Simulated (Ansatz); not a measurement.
# Quasi-harmonic thermodynamics of ScAl3 (Pm-3m), part 2 of 3

Wanted: α(T), C_P(T) and B(T) of ScAl3 in the quasi-harmonic approximation. The starting cell is a computed one from a database.

Ansatz 0.2.0; DFT PBEsol, scalar-relativistic, plane waves, PAW; PAW set soft_1.

So far. Step 2 (A first coarse run): The start is under -0.89 GPa at this level and looks like a metal on this mesh. The relaxed cell has a = 4.071 Å (conventional setting).

### 4. Relaxing to small residual forces and stress

The thresholds are tightened for a last relaxation ahead of the phonons, and where mesh or smearing change with them the cell follows.

Contents of input.yaml:

```yaml
crystal:
  lattice:
    - [4.0712516064, 0.0, 0.0]
    - [0.0, 4.0712516064, 0.0]
    - [0.0, 0.0, 4.0712516064]
  atoms:
    - { symbol: Sc, position: [0.0, 0.0, 0.0] }
    - { symbol: Al, position: [0.5, 0.0, 0.5] }
    - { symbol: Al, position: [0.0, 0.5, 0.5] }
    - { symbol: Al, position: [0.5, 0.5, 0.0] }
kpoints:
  mp_grid: { grid: [10, 10, 10] }
hamiltonian:
  xc: pbesol
  pseudopotentials: { kind: paw, azcp: { folder: soft_1 }, xc_functional: pbe }
scf:
  occupations: { method: methfessel_paxton, width: 0.2 }
  lower_state_search: "off"
output:
  forces: true
  stress: true
  eigenvalues: true
  write_density: true
  write_potential: true
  elf: true
  volumetric_format: npy
relax:
  adjacent_minimum: "off"
  f_tol: 0.001
  max_steps: 60
  cell: { stress_tol: 0.01 }
```

Run with:

```console
$ ansatz run input.yaml --threads 8 --pin off --max-ram 16384MiB --backend cpu --events-out ev --progress --plain --runs-dir out
```

Numbers of over 12 decimals in the logs are rounded to 6 here.

Output:

```text
[...]
Crystal: 4 atoms, lattice volume = 67.481 Å³
Basis set: ecut = 420 eV, 1357 PW (Γ), exchange–correlation on 60×60×60 points (8 copies of the dense FFT grid, shifted against one another)
Bands: 14, of which v1, the nominal top of the filled ones, is band 10 counted from 1 (9 counted from 0)
Symmetry: 48 space group operations
[...]
k-points: 56 of 1000
[...]
SCF iter   1: F=—  HF=-3687.267396 eV  |F-HF|=—  |Δ(HF+E_count)|=         —  Δρ=2.63e-2  dr2=9.33e-1  ethr=3.10e-3  ⟨swp⟩=5.2  Hψ=4089  notcnv=0
[...]
SCF iter   7: F=-3686.906863 eV  HF=-3686.906863 eV  |F-HF|=1.95e-10  |Δ(HF+E_count)|=   3.44e-9  S|Δr|=    0.00e0  Δρ=2.03e-6  dr2=1.95e-9  ethr=5.00e-10  ⟨swp⟩=7.4  Hψ=4511  notcnv=0
SCF 1 converged in 7 iterations: F = -3686.906863 eV  dr2 = 1.95e-9
[...]
relax step   1: F+E_penalty+E_count = -3686.90686303 eV  Δ(F+E_penalty+E_count) = +0.000e0 eV  max|allowed force component| = 7.272e-31 eV/Å  Δτ_max = 0.0000 Å  P = -0.019 GPa  Ω = 67.481 Å³  (7 SCF iters, dr2 threshold 1.00e-7 eV, accepted)
Crystal: 4 atoms, lattice volume = 67.458 Å³
[...]
SCF iter   4: F=-3686.906867 eV  HF=-3686.906867 eV  |F-HF|=1.32e-10  |Δ(HF+E_count)|=   4.11e-9  S|Δr|=    0.00e0  Δρ=6.00e-7  dr2=2.32e-10  ethr=4.48e-12  ⟨swp⟩=4.1  Hψ=3568  notcnv=0
SCF 2 converged in 4 iterations: F = -3686.906867 eV  dr2 = 2.32e-10
relax step   2: F+E_penalty+E_count = -3686.90686679 eV  Δ(F+E_penalty+E_count) = -3.759e-6 eV  max|allowed force component| = 1.171e-31 eV/Å  Δτ_max = 0.0000 Å  P = +0.012 GPa  Ω = 67.458 Å³  energy of the carried Pulay correction = +3.292e-6 eV  (4 SCF iters, dr2 threshold 8.95e-10 eV, accepted)
Crystal: 4 atoms, lattice volume = 67.467 Å³
[...]
SCF iter   4: F=-3686.906866 eV  HF=-3686.906866 eV  |F-HF|=1.05e-11  |Δ(HF+E_count)|=  3.93e-10  S|Δr|=    0.00e0  Δρ=1.75e-7  dr2=2.03e-11  ethr=1.94e-12  ⟨swp⟩=5.1  Hψ=3082  notcnv=0
SCF 3 converged in 4 iterations: F = -3686.906866 eV  dr2 = 2.03e-11
relax step   3: F+E_penalty+E_count = -3686.90686584 eV  Δ(F+E_penalty+E_count) = +9.518e-7 eV  max|allowed force component| = 4.211e-31 eV/Å  Δτ_max = 0.0000 Å  P = -0.000 GPa  Ω = 67.467 Å³  energy of the carried Pulay correction = +1.986e-6 eV  (4 SCF iters, dr2 threshold 3.87e-10 eV, accepted)
[...]
SCF iter   1: F=—  HF=-3686.906861 eV  |F-HF|=—  |Δ(HF+E_count)|=         —  Δρ=7.21e-7  dr2=3.09e-10  ethr=9.10e-8  ⟨swp⟩=2.9  Hψ=6361  notcnv=0
eigensolver tolerance schedule: the retry pair's looser diagonalisation over-reported the residual by 58900.34 of it (diagonalisation noise at an unbounded share of the residual, at the tolerance the schedule requests for it); recorded, not acted on — ethr = c·dr2/N_el stays at c = 1.0e-1
SCF iter   2: F=—  HF=-3686.906863 eV  |F-HF|=—  |Δ(HF+E_count)|=   1.72e-6  S|Δr|=    0.00e0  Δρ=4.50e-7  dr2=1.40e-10  ethr=1.55e-12  ⟨swp⟩=3.3  Hψ=1680  notcnv=0
[...]
SCF iter   5: F=-3686.906863 eV  HF=-3686.906863 eV  |F-HF|=0.00e0  |Δ(HF+E_count)|=  1.82e-12  S|Δr|=    0.00e0  Δρ=1.25e-8  dr2=1.25e-13  ethr=1.00e-12  ⟨swp⟩=4.0  Hψ=2497  notcnv=0
SCF 4 converged in 5 iterations: F = -3686.906863 eV  dr2 = 1.25e-13
relax step   4: F+E_penalty+E_count = -3686.90686264 eV  Δ(F+E_penalty+E_count) = +3.198e-6 eV  max|allowed force component| = 4.314e-31 eV/Å  Δτ_max = 0.0000 Å  P = -0.000 GPa  Ω = 67.467 Å³  stress off target by 8.82e-5 GPa  SCF on the basis re-selected at this cell (its energy is not comparable with the rows above)  (5 SCF iters)
[...]
SCF converged after 5 iterations
Stability not checked: this state was not tested for a lower state beside it, because cold or Methfessel-Paxton smearing, or corrected tetrahedra, fill the levels in a way that the test cannot read (fill_not_monotonic; see scf.lower_state_search)
Free energy (F): -3686.906863 eV
[...]
Internal energy: -3686.908488 eV  (E = F + TS)
E sigma→0 (E₀):  -3686.907269 eV
Entropy (-TS):   0.001626 eV (0.406 meV/atom)
Fermi energy:    9.267772 eV
[...]
--- Stress (GPa, compression-positive) ---
       -0.000088      -0.000000      -0.000000
       -0.000000      -0.000088      -0.000000
       -0.000000      -0.000000      -0.000088
  P = ⅓ Tr σ = -0.0001 GPa (-0.001 kbar)
--- Band table (eV; the first three rows and the last of 56) ---
  k-point 0: bands = [... 6 lower, 6.6145, 7.4451, 7.4451, 7.4451, 10.4705, 10.5585, 10.5585, 10.5585]
  k-point 1: bands = [... 6 lower, 6.6868, 7.4552, 7.4552, 7.9591, 10.5046, 10.5046, 10.5882, 10.8632]
  k-point 2: bands = [... 6 lower, 6.8969, 7.4793, 7.4793, 8.5854, 10.3923, 10.3923, 10.6689, 11.6758]
  k-point 55: bands = [... 6 lower, 4.4444, 4.7378, 6.2971, 6.2971, 6.2971, 10.1996, 11.8911, 11.8911]
--- Relaxed structure (3 steps of the walk, 3 accepted, 1 SCFs on fresh bases) ---
[...]
cell:  # Å, volume = 67.4675 Å³
    - [4.070972, 0, 0]
    - [0, 4.070972, 0.0]
    - [0, 0.0, 4.070972]
  atoms:
    - { symbol: Sc, position: [0, 0, 0] }
    - { symbol: Al, position: [0.5, 0, 0.5] }
    - { symbol: Al, position: [0, 0.5, 0.5] }
    - { symbol: Al, position: [0.5, 0.5, 0] }
```

Run time: 1.9 s. Hardware: 8 threads of Arm Neoverse V2, shared host; peak memory 0.44 GiB; 12 s of CPU time.

Little changed from the start: no atom moved by 0.005 Å and no cell edge by 0.1 %.

This step gave:

* pressure: -8.82e-5 GPa

Valence density in the ac plane at fractional y = 0.000, with atoms of Sc and Al within 0.2 Å of it. It is the smooth field of the valence electrons, not physical close to the nuclei.

Values in e/Å³, 14 rows by 14 columns, each cell a mean:
```
7.4 5.7 2.0 0.5 0.2 0.1 0.1 0.1 0.1 0.1 0.2 0.7 3.4 6.4
4.2 3.0 1.0 0.3 0.2 0.2 0.2 0.2 0.2 0.2 0.2 0.4 1.7 3.4
0.9 0.6 0.3 0.2 0.2 0.2 0.2 0.2 0.2 0.2 0.2 0.2 0.4 0.7
0.2 0.2 0.2 0.2 0.2 0.2 0.2 0.2 0.2 0.2 0.2 0.2 0.2 0.2
0.1 0.1 0.2 0.2 0.2 0.2 0.2 0.2 0.2 0.2 0.2 0.2 0.2 0.1
0.1 0.1 0.2 0.2 0.2 0.2 0.1 0.1 0.1 0.2 0.2 0.2 0.2 0.1
0.1 0.1 0.2 0.2 0.2 0.1 0.1 0.1 0.1 0.2 0.2 0.2 0.2 0.1
0.1 0.1 0.2 0.2 0.2 0.1 0.1 0.1 0.1 0.2 0.2 0.2 0.2 0.1
0.1 0.1 0.2 0.2 0.2 0.2 0.1 0.1 0.2 0.2 0.2 0.2 0.2 0.1
0.2 0.2 0.2 0.2 0.2 0.2 0.2 0.2 0.2 0.2 0.2 0.2 0.2 0.2
0.6 0.5 0.3 0.2 0.2 0.2 0.2 0.2 0.2 0.2 0.2 0.2 0.3 0.5
2.5 1.8 0.6 0.3 0.2 0.2 0.2 0.2 0.2 0.2 0.2 0.3 1.0 2.0
6.7 5.1 1.8 0.5 0.2 0.1 0.1 0.1 0.1 0.1 0.2 0.6 3.0 5.7
8.5 6.7 2.5 0.6 0.2 0.1 0.1 0.1 0.1 0.1 0.2 0.9 4.2 7.4
```
Columns run along a (4.1 Å), rows up along c (4.1 Å). Atoms in or near the plane, at fractional coordinates: Sc at (0.00, 0.00), Al at (0.50, 0.50).

Electrostatic potential energy in the ac plane at fractional y = 0.000, with atoms of Sc and Al within 0.2 Å of it. With pseudopotentials it is smooth inside the atoms' cores, unlike the true potential.

Ten even steps from '0' (-42 eV) to '9' (12 eV), each cell a mean:
```
00369999998620
12579999998742
56789999999876
88898877789988
99998666678999
99997689767999
99986799967999
99986699867999
99997667668999
89998766788999
67889988999876
34689999998753
00479999998620
00368999998510
```
Columns run along a (4.1 Å; values clipped at the 3rd and 97th percentile), rows up along c (4.1 Å). Atoms in or near the plane, at fractional coordinates: Sc at (0.00, 0.00), Al at (0.50, 0.50).

ELF in the ac plane at fractional y = 0.000, with atoms of Sc and Al within 0.2 Å of it. It is the smooth field of the valence electrons, not physical close to the nuclei.

Ten even steps from '0' (0.04) to '9' (0.65), each cell a mean:
```
37930256421596
99721477631399
64214799973135
10137899986311
12578632478732
45798300049964
66897129029976
56897202039975
23588521368742
00258877887410
43115899973123
98512588751279
58830366520497
05940256411693
```
Columns run along a (4.1 Å), rows up along c (4.1 Å). Atoms in or near the plane, at fractional coordinates: Sc at (0.00, 0.00), Al at (0.50, 0.50).

The residual pressure is -8.8e-5 GPa, small enough for phonons.

[end of part 2 of 3]

[Logs are printed without paths, hosts, clocks, repeated set-up lines and the standing remarks that a program may print on its own settings, such as how far it seeks lower states.]

[Hosts, paths, dates, database ids (printed as entryN), source tags and the programs' standing remarks are cut or masked in the printed files.]

[A step with changed settings may run another functional than the one named; its input shows which.]
